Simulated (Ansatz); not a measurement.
# Cu(111) with 4 thermally displaced layers, 2x2: scattering by thermal displacements, part 2 of 2

Aim: the resistivity of Cu at 800 K from frozen thermal displacements between perfect leads.

Ansatz 0.2.0; Ansatz plane-wave DFT, PBE, PAW files; ballistic transport by layer matching (Landauer), zero bias; PAW set soft_1.

So far, open channels per spin nearest the Fermi level: step 2 (with 4 displaced layers) 3.21.

### Step 3. With 8 displaced layers

Each atom of 8 layers is moved at random, by amounts drawn from a normal law 0.1251 Å wide in each direction from the Debye model (343 K) at 800 K. A fresh draw is used; the growth of the resistance with length is what counts.

System of this step: Cu(111) with 8 thermally displaced layers, 2x2. The cell holds 56 atoms: 56 Cu. Cell: a = 5.112 Å, b = 5.112 Å, c = 29.257 Å, α = 87.5°, β = 92.5°, γ = 120.0°. It derives from Cu. Regions: lead, 24 atoms (24 Cu); scattering region, 32 atoms (32 Cu). The structure is stacked along c, and the current runs across the ab planes.

Input file input.yaml:

```yaml
crystal:
  lattice:
    - [5.1123254594, 0.0, 0.0]
    - [-2.5561627297, 4.4274037203, 0.0]
    - [-1.2780813649, 0.73790062, 29.2193738075]
  atoms:
    - { symbol: Cu, position: [0.005952381, 0.994047619, 0.0357142857] }
    - { symbol: Cu, position: [0.005952381, 0.494047619, 0.0357142857] }
    - { symbol: Cu, position: [0.505952381, 0.994047619, 0.0357142857] }
    - { symbol: Cu, position: [0.505952381, 0.494047619, 0.0357142857] }
    - { symbol: Cu, position: [0.1845238095, 0.3154761905, 0.1071428571] }
    - { symbol: Cu, position: [0.1845238095, 0.8154761905, 0.1071428571] }
    - { symbol: Cu, position: [0.6845238095, 0.3154761905, 0.1071428571] }
    - { symbol: Cu, position: [0.6845238095, 0.8154761905, 0.1071428571] }
    - { symbol: Cu, position: [0.3630952381, 0.1369047619, 0.1785714286] }
    - { symbol: Cu, position: [0.3630952381, 0.6369047619, 0.1785714286] }
    - { symbol: Cu, position: [0.8630952381, 0.1369047619, 0.1785714286] }
    - { symbol: Cu, position: [0.8630952381, 0.6369047619, 0.1785714286] }
    - { symbol: Cu, position: [0.1045912447, 0.9952396627, 0.251530173] }
    - { symbol: Cu, position: [0.0125027219, 0.4577390068, 0.2528107869] }
    - { symbol: Cu, position: [0.5160277192, 0.9691916856, 0.25184052] }
    - { symbol: Cu, position: [0.5414977211, 0.4253454827, 0.2471668302] }
    - { symbol: Cu, position: [0.1942712984, 0.2454651697, 0.3288759122] }
    - { symbol: Cu, position: [0.2125657586, 0.7892422364, 0.3203214578] }
    - { symbol: Cu, position: [0.7780951155, 0.316619854, 0.324140357] }
    - { symbol: Cu, position: [0.6675376879, 0.7807442235, 0.3243558671] }
    - { symbol: Cu, position: [0.415948048, 0.0824298571, 0.4006583329] }
    - { symbol: Cu, position: [0.3578172185, 0.5818301845, 0.3968606869] }
    - { symbol: Cu, position: [0.928435659, 0.1576382724, 0.3936643135] }
    - { symbol: Cu, position: [0.8772011355, 0.5913001774, 0.388185252] }
    - { symbol: Cu, position: [0.0554356922, 0.9400180875, 0.466774055] }
    - { symbol: Cu, position: [0.0996046394, 0.4000905241, 0.4715178582] }
    - { symbol: Cu, position: [0.592283589, 0.967416505, 0.4624326827] }
    - { symbol: Cu, position: [0.5636476953, 0.4289412712, 0.4687020213] }
    - { symbol: Cu, position: [0.2506626899, 0.2284592238, 0.5299716706] }
    - { symbol: Cu, position: [0.2294634626, 0.7575458432, 0.539951877] }
    - { symbol: Cu, position: [0.7373754828, 0.2130658982, 0.5394523347] }
    - { symbol: Cu, position: [0.714987557, 0.7234550363, 0.5383732583] }
    - { symbol: Cu, position: [0.3845031067, 0.076809037, 0.6046524826] }
    - { symbol: Cu, position: [0.436272725, 0.5631928353, 0.6080082375] }
    - { symbol: Cu, position: [0.9418105591, 0.0430326433, 0.6132269854] }
    - { symbol: Cu, position: [0.9650445612, 0.5884865926, 0.6121303811] }
    - { symbol: Cu, position: [0.1443484351, 0.9107022515, 0.6788950929] }
    - { symbol: Cu, position: [0.075722674, 0.3836378744, 0.6752766467] }
    - { symbol: Cu, position: [0.5815243609, 0.8946136753, 0.6761371066] }
    - { symbol: Cu, position: [0.5733496025, 0.3572407627, 0.6797206929] }
    - { symbol: Cu, position: [0.3191185873, 0.2457124174, 0.7499404224] }
    - { symbol: Cu, position: [0.3377950572, 0.7471368678, 0.754924591] }
    - { symbol: Cu, position: [0.7513859519, 0.2428103345, 0.7514541294] }
    - { symbol: Cu, position: [0.8075551164, 0.7185501016, 0.751638827] }
    - { symbol: Cu, position: [0.4702380952, 0.0297619048, 0.8214285714] }
    - { symbol: Cu, position: [0.4702380952, 0.5297619048, 0.8214285714] }
    - { symbol: Cu, position: [0.9702380952, 0.0297619048, 0.8214285714] }
    - { symbol: Cu, position: [0.9702380952, 0.5297619048, 0.8214285714] }
    - { symbol: Cu, position: [0.1488095238, 0.8511904762, 0.8928571429] }
    - { symbol: Cu, position: [0.1488095238, 0.3511904762, 0.8928571429] }
    - { symbol: Cu, position: [0.6488095238, 0.8511904762, 0.8928571429] }
    - { symbol: Cu, position: [0.6488095238, 0.3511904762, 0.8928571429] }
    - { symbol: Cu, position: [0.3273809524, 0.1726190476, 0.9642857143] }
    - { symbol: Cu, position: [0.3273809524, 0.6726190476, 0.9642857143] }
    - { symbol: Cu, position: [0.8273809524, 0.1726190476, 0.9642857143] }
    - { symbol: Cu, position: [0.8273809524, 0.6726190476, 0.9642857143] }
kpoints:
  mp_grid: { grid: [5, 5, 1] }
hamiltonian:
  xc: pbe
  pseudopotentials: { kind: paw, azcp: { folder: soft_1 } }
scf:
  occupations: { method: fermi_dirac, width: 0.1 }
output:
  transmission:
    leads: [[0, 4]]
    kmesh: [10, 10]
    e_range: [-0.05, 0.05]
    de: 0.05
  write_potential: true
  write_density: true
  volumetric_format: npy
```

Launch:

```
$ ansatz run input.yaml --threads 4 --pin off --max-ram 15360MiB --backend cpu --events-out ev --progress --plain --runs-dir out
```

Numbers of over 12 decimals in the logs are rounded to 6 here.

Output:

```text
[...]
Crystal: 56 atoms, lattice volume = 661.361 Å³
Basis set: ecut = 420 eV, 12983 PW (Γ)
Bands: 639, of which v1, the nominal top of the filled ones, is band 532 counted from 1 (531 counted from 0)
Symmetry: 1 space group operations
[...]
k-points: 13 of 25 (time reversal used)
[...]
SCF iter   1: F=—  HF=-371054.443562 eV  |F-HF|=—  |Δ(HF+E_count)|=         —  Δρ=2.64e-1  dr2=2.77e2  ethr=3.10e-3  ⟨swp⟩=4.7  Hψ=24575  notcnv=0  defer=34
[...]
SCF iter  14: F=-371004.111457 eV  HF=-371004.111457 eV  |F-HF|=5.49e-8  |Δ(HF+E_count)|=   2.34e-8  Δρ=1.49e-6  dr2=6.20e-8  ethr=9.40e-12  ⟨swp⟩=2.0  Hψ=15299  notcnv=0
SCF 1 converged in 14 iterations: F = -371004.111457 eV  dr2 = 6.20e-8
[...]
transmission: 234 of 2340 steps passed
transmission: 468 of 2340 steps passed
[...]
transmission: 2340 of 2340 steps passed
SCF converged after 14 iterations
Free energy (F): -371004.111457 eV
[...]
Internal energy: -371003.405283 eV  (E = F + TS)
E sigma→0 (E₀):  -371003.758370 eV
Entropy (-TS):   -0.706174 eV (-12.610 meV/atom)
Fermi energy:    16.347528 eV
[...]
--- Band table (eV; the first three rows and the last of 13) ---
  k-point 0: bands = [... 528 lower, 16.4128, 16.6294, 16.6684, 16.8112, 16.8845, 16.9019, 16.9483, 17.0856, ... 103 higher]
  k-point 1: bands = [... 528 lower, 16.0648, 16.2004, 16.2435, 16.3072, 16.3580, 16.3964, 16.4823, 16.5339, ... 103 higher]
  k-point 2: bands = [... 528 lower, 16.0875, 16.1535, 16.1921, 16.3003, 16.3586, 16.4406, 16.5736, 16.6295, ... 103 higher]
  k-point 12: bands = [... 528 lower, 15.6572, 15.7673, 16.0705, 16.3709, 16.5015, 16.7437, 16.8065, 17.0072, ... 103 higher]
--- Transmission ---
  basis      : 199 plane waves across, 45 finite elements along
  points     : 52, standing for a mesh of 10 x 10
[...]
channels       : 3.210000e0 a spin
[...]
junction   : crystal 0 to crystal 0, 0.70 to 27.83 Å
    transmission   : 2.813410e0 a spin
[...]
```

It took 17 min on 4 threads of Arm Neoverse V1, shared host; peak memory 8.3 GiB; 64 min of CPU time.

This step gave:

| Quantity | Value |
| --- | --- |
| free energy | -371004.1115 eV |
| energy at zero smearing | -371003.7584 eV |
| transmission per spin nearest the Fermi level | 2.813 |
| step of the lead's potential | 4 meV |

Per spin. The transmission, zone mean by energy, zero at the Fermi level:

| energy (eV) | transmission, zone mean |
| --- | --- |
| -0.0500 | 2.76 |
| 0.0000 | 2.81 |
| 0.0500 | 2.86 |

Over the solved energies the transmission per spin lies between 2.76 and 2.86, out of 3.21 channels of the lead on average (up to 3.21).

### Step 4. With 12 displaced layers

Each atom of 12 layers is moved at random, by amounts drawn from a normal law 0.1251 Å wide in each direction from the Debye model (343 K) at 800 K. A fresh draw is used; the growth of the resistance with length is what counts.

System of this step: Cu(111) with 12 thermally displaced layers, 2x2. The cell holds 72 atoms: 72 Cu. Cell: a = 5.112 Å, b = 5.112 Å, c = 37.568 Å, α = 90.0°, β = 90.0°, γ = 120.0°. It derives from Cu. Regions: lead, 24 atoms (24 Cu); scattering region, 48 atoms (48 Cu). The structure is stacked along c, and the current runs across the ab planes.

Input file input.yaml:

```yaml
crystal:
  lattice:
    - [5.1123254594, 0.0, 0.0]
    - [-2.5561627297, 4.4274037203, 0.0]
    - [0.0, 0.0, 37.567766324]
  atoms:
    - { symbol: Cu, position: [0.0, 0.0, 0.0277777778] }
    - { symbol: Cu, position: [0.0, 0.5, 0.0277777778] }
    - { symbol: Cu, position: [0.5, 0.0, 0.0277777778] }
    - { symbol: Cu, position: [0.5, 0.5, 0.0277777778] }
    - { symbol: Cu, position: [0.1666666667, 0.3333333333, 0.0833333333] }
    - { symbol: Cu, position: [0.1666666667, 0.8333333333, 0.0833333333] }
    - { symbol: Cu, position: [0.6666666667, 0.3333333333, 0.0833333333] }
    - { symbol: Cu, position: [0.6666666667, 0.8333333333, 0.0833333333] }
    - { symbol: Cu, position: [0.3333333333, 0.1666666667, 0.1388888889] }
    - { symbol: Cu, position: [0.3333333333, 0.6666666667, 0.1388888889] }
    - { symbol: Cu, position: [0.8333333333, 0.1666666667, 0.1388888889] }
    - { symbol: Cu, position: [0.8333333333, 0.6666666667, 0.1388888889] }
    - { symbol: Cu, position: [0.0027456029, 0.9898580581, 0.1881116916] }
    - { symbol: Cu, position: [0.985979014, 0.4772886612, 0.1980415632] }
    - { symbol: Cu, position: [0.494112821, 0.002358793, 0.1916151193] }
    - { symbol: Cu, position: [0.4873413093, 0.4996741061, 0.189497905] }
    - { symbol: Cu, position: [0.1725262487, 0.3303360117, 0.2460513614] }
    - { symbol: Cu, position: [0.115226844, 0.8478308313, 0.2490089971] }
    - { symbol: Cu, position: [0.650359965, 0.3266602274, 0.2560491584] }
    - { symbol: Cu, position: [0.6666717735, 0.8357809649, 0.245047807] }
    - { symbol: Cu, position: [0.3866092331, 0.1925924533, 0.3091086211] }
    - { symbol: Cu, position: [0.3474510823, 0.6925689094, 0.3067908685] }
    - { symbol: Cu, position: [0.8461887596, 0.1623660957, 0.3006472705] }
    - { symbol: Cu, position: [0.8311726114, 0.611989819, 0.3047565277] }
    - { symbol: Cu, position: [0.9802607732, 0.9705315274, 0.3631529102] }
    - { symbol: Cu, position: [0.9889252413, 0.4876552552, 0.3628422681] }
    - { symbol: Cu, position: [0.5079618055, 0.0392489048, 0.3622815133] }
    - { symbol: Cu, position: [0.4609224216, 0.445060208, 0.3567560816] }
    - { symbol: Cu, position: [0.1925481756, 0.3319033962, 0.4157238144] }
    - { symbol: Cu, position: [0.188757507, 0.7970890541, 0.4147163315] }
    - { symbol: Cu, position: [0.6633858661, 0.349901676, 0.4144569872] }
    - { symbol: Cu, position: [0.6289767157, 0.7879760517, 0.4190955181] }
    - { symbol: Cu, position: [0.3463302711, 0.1532055182, 0.4727661706] }
    - { symbol: Cu, position: [0.2950341306, 0.6533344733, 0.4768110216] }
    - { symbol: Cu, position: [0.8692972646, 0.2319514354, 0.4696007432] }
    - { symbol: Cu, position: [0.8447715766, 0.6611421884, 0.4741064871] }
    - { symbol: Cu, position: [0.9918945385, 0.9841420239, 0.5248884737] }
    - { symbol: Cu, position: [0.0739380108, 0.4978144329, 0.5210619718] }
    - { symbol: Cu, position: [0.4937075175, 0.0191596115, 0.5261126689] }
    - { symbol: Cu, position: [0.5474548454, 0.5283251271, 0.5272704655] }
    - { symbol: Cu, position: [0.1409142807, 0.3049403113, 0.5810023316] }
    - { symbol: Cu, position: [0.1476330419, 0.8673663908, 0.588630624] }
    - { symbol: Cu, position: [0.6192313511, 0.2999420941, 0.577443903] }
    - { symbol: Cu, position: [0.5991911851, 0.7455564614, 0.5795293598] }
    - { symbol: Cu, position: [0.3601870191, 0.1568988742, 0.6417347925] }
    - { symbol: Cu, position: [0.3462433861, 0.7164184733, 0.639552317] }
    - { symbol: Cu, position: [0.8600475099, 0.2387914268, 0.6378083452] }
    - { symbol: Cu, position: [0.8063007777, 0.6723721099, 0.6387595619] }
    - { symbol: Cu, position: [0.0130731874, 0.97395706, 0.6971242819] }
    - { symbol: Cu, position: [0.0114345715, 0.481132921, 0.6949880734] }
    - { symbol: Cu, position: [0.5128133482, 0.0662863392, 0.6920995459] }
    - { symbol: Cu, position: [0.4738536645, 0.4698822332, 0.6932918047] }
    - { symbol: Cu, position: [0.1773707173, 0.355029026, 0.7479669808] }
    - { symbol: Cu, position: [0.1421073587, 0.7933070858, 0.7472446169] }
    - { symbol: Cu, position: [0.7488170506, 0.3627561152, 0.7473977317] }
    - { symbol: Cu, position: [0.6201547328, 0.8057659398, 0.7499277659] }
    - { symbol: Cu, position: [0.3236663454, 0.1456330025, 0.8012710547] }
    - { symbol: Cu, position: [0.3745229159, 0.6794301043, 0.8043081835] }
    - { symbol: Cu, position: [0.8204518368, 0.1517035348, 0.7957780497] }
    - { symbol: Cu, position: [0.8210383837, 0.6364159097, 0.8022164548] }
    - { symbol: Cu, position: [0.0, 0.0, 0.8611111111] }
    - { symbol: Cu, position: [0.0, 0.5, 0.8611111111] }
    - { symbol: Cu, position: [0.5, 0.0, 0.8611111111] }
    - { symbol: Cu, position: [0.5, 0.5, 0.8611111111] }
    - { symbol: Cu, position: [0.1666666667, 0.3333333333, 0.9166666667] }
    - { symbol: Cu, position: [0.1666666667, 0.8333333333, 0.9166666667] }
    - { symbol: Cu, position: [0.6666666667, 0.3333333333, 0.9166666667] }
    - { symbol: Cu, position: [0.6666666667, 0.8333333333, 0.9166666667] }
    - { symbol: Cu, position: [0.3333333333, 0.1666666667, 0.9722222222] }
    - { symbol: Cu, position: [0.3333333333, 0.6666666667, 0.9722222222] }
    - { symbol: Cu, position: [0.8333333333, 0.1666666667, 0.9722222222] }
    - { symbol: Cu, position: [0.8333333333, 0.6666666667, 0.9722222222] }
kpoints:
  mp_grid: { grid: [5, 5, 1] }
hamiltonian:
  xc: pbe
  pseudopotentials: { kind: paw, azcp: { folder: soft_1 } }
scf:
  occupations: { method: fermi_dirac, width: 0.1 }
output:
  transmission:
    leads: [[0, 4]]
    kmesh: [10, 10]
    e_range: [-0.05, 0.05]
    de: 0.05
  write_potential: true
  write_density: true
  volumetric_format: npy
```

Output:

```text
[...]
Crystal: 72 atoms, lattice volume = 850.321 Å³
Basis set: ecut = 420 eV, 16727 PW (Γ)
Bands: 821, of which v1, the nominal top of the filled ones, is band 684 counted from 1 (683 counted from 0)
Symmetry: 1 space group operations
[...]
k-points: 13 of 25 (time reversal used)
[...]
SCF iter   1: F=—  HF=-477066.762857 eV  |F-HF|=—  |Δ(HF+E_count)|=         —  Δρ=2.62e-1  dr2=3.55e2  ethr=3.10e-3  ⟨swp⟩=4.6  Hψ=31558  notcnv=0  defer=50
[...]
SCF iter  14: F=-477002.631977 eV  HF=-477002.631977 eV  |F-HF|=4.31e-8  |Δ(HF+E_count)|=   5.86e-8  Δρ=1.27e-6  dr2=6.76e-8  ethr=7.31e-12  ⟨swp⟩=6.1  Hψ=42769  notcnv=0
SCF 1 converged in 14 iterations: F = -477002.631977 eV  dr2 = 6.76e-8
[...]
transmission: 315 of 3120 steps passed
transmission: 630 of 3120 steps passed
[...]
transmission: 3120 of 3120 steps passed
SCF converged after 14 iterations
Free energy (F): -477002.631977 eV
[...]
Internal energy: -477001.816713 eV  (E = F + TS)
E sigma→0 (E₀):  -477002.224345 eV
Entropy (-TS):   -0.815265 eV (-11.323 meV/atom)
Fermi energy:    16.324863 eV
[...]
--- Band table (eV; the first three rows and the last of 13) ---
  k-point 0: bands = [... 680 lower, 16.4520, 16.7249, 16.7602, 16.7924, 16.8047, 16.8610, 16.8998, 17.0292, ... 133 higher]
  k-point 1: bands = [... 680 lower, 16.0836, 16.1712, 16.1971, 16.2886, 16.3426, 16.4458, 16.4567, 16.4894, ... 133 higher]
  k-point 2: bands = [... 680 lower, 16.1487, 16.1663, 16.2048, 16.2796, 16.3066, 16.3684, 16.3912, 16.4539, ... 133 higher]
  k-point 12: bands = [... 680 lower, 15.8860, 15.9615, 15.9826, 16.3152, 16.3373, 16.8217, 16.8604, 16.9368, ... 133 higher]
--- Transmission ---
  basis      : 199 plane waves across, 60 finite elements along
  points     : 52, standing for a mesh of 10 x 10
[...]
channels       : 3.210000e0 a spin
[...]
junction   : crystal 0 to crystal 0, 0.70 to 36.18 Å
    transmission   : 2.600779e0 a spin
[...]
```

It took 33 min on 4 threads; peak memory 7.4 GiB; 2.1 h of CPU time.

Numbers from this step:

| Property | Result |
| --- | --- |
| free energy | -477002.6320 eV |
| energy at zero smearing | -477002.2243 eV |
| Fermi energy | 16.32 eV |
| transmission per spin nearest the Fermi level | 2.601 |
| step of the lead's potential | 10 meV |

Per spin. The transmission, zone mean by energy, zero at the Fermi level:

| energy (eV) | transmission, zone mean |
| --- | --- |
| -0.0500 | 2.58 |
| 0.0000 | 2.60 |
| 0.0500 | 2.62 |

Over the solved energies the transmission per spin lies between 2.58 and 2.62, out of 3.21 channels of the lead on average (up to 3.21).

### Step 5. Resistance against length

This step: Ansatz plane-wave DFT, PBE, PAW files; ballistic transport by layer matching (Landauer), zero bias; resistivity from the slope of the area resistance; PAW set soft_1 (Ansatz 0.2.0).

Numbers from this step:

| Item | Value |
| --- | --- |
| resistivity | 9.122 µΩ cm |
| intercept | -0.01761 fΩ m² |
| scatter about the fit | 0.003775 fΩ m² |

Resistance, by row:

```
run  length (Å)      T  channels N  RA (fΩ m²)
 n4       8.348  3.008        3.21     0.06121
 n8        16.7  2.811        3.21      0.1294
n12       25.05    2.6        3.21      0.2135
```

Area resistance against length of the displaced region:

```
length of the displaced region (Å)  area resistance (fΩ m²)
                              8.35                   0.0612
                             16.70                    0.129
                             25.05                    0.214
```

The area resistance goes from 0.061 to 0.21 fΩ m² between 8.3 and 25.0 Å, a slope of 9.1 µΩ cm.

By hand from the end points: (0.2135 − 0.06121) fΩ m² / (25.05 − 8.35) Å = 9.1 µΩ cm, since 1 fΩ m² per Å is 1000 µΩ cm.

### Step 6. Summary of results

| Item | Value |
| --- | --- |
| resistivity from the slope | 9.12 µΩ cm |
| area resistance over 8.35 Å | 0.0612 fΩ m² |
| area resistance over 16.7 Å | 0.129 fΩ m² |
| area resistance over 25.0 Å | 0.214 fΩ m² |

What this shows: The slope gives 9.1 µΩ cm. The points scatter by 0.0038 fΩ m² about the line, with one random draw a length in a 2x2 cell, so the slope is a rough value. The mean square of the displacements drawn is 0.78, 0.99 and 1.2 of the nominal one at the three lengths; with each resistance scaled back by that, the slope is 6.2 µΩ cm, the value used below. Read with a model of isotropic scattering on a spherical Fermi surface and the lead's 1.1×10¹⁵ S/m², this slope means a mean free path near 128 Å; over these lengths the model's slope is 1.15 times its bulk resistivity, which would be 5.3 µΩ cm. Uncorrelated displacements put too much weight on short waves, which scatter strongly; with the sideways repeat of a small cell, one draw and three short lengths, the method is good to a factor of two or three.

[Logs are printed without paths, hosts, clocks, repeated set-up lines and the standing remarks that a program may print on its own settings, such as how far it seeks lower states.]

[Hosts, paths, dates, database ids (printed as entryN), source tags and the programs' standing remarks are cut or masked in the printed files.]
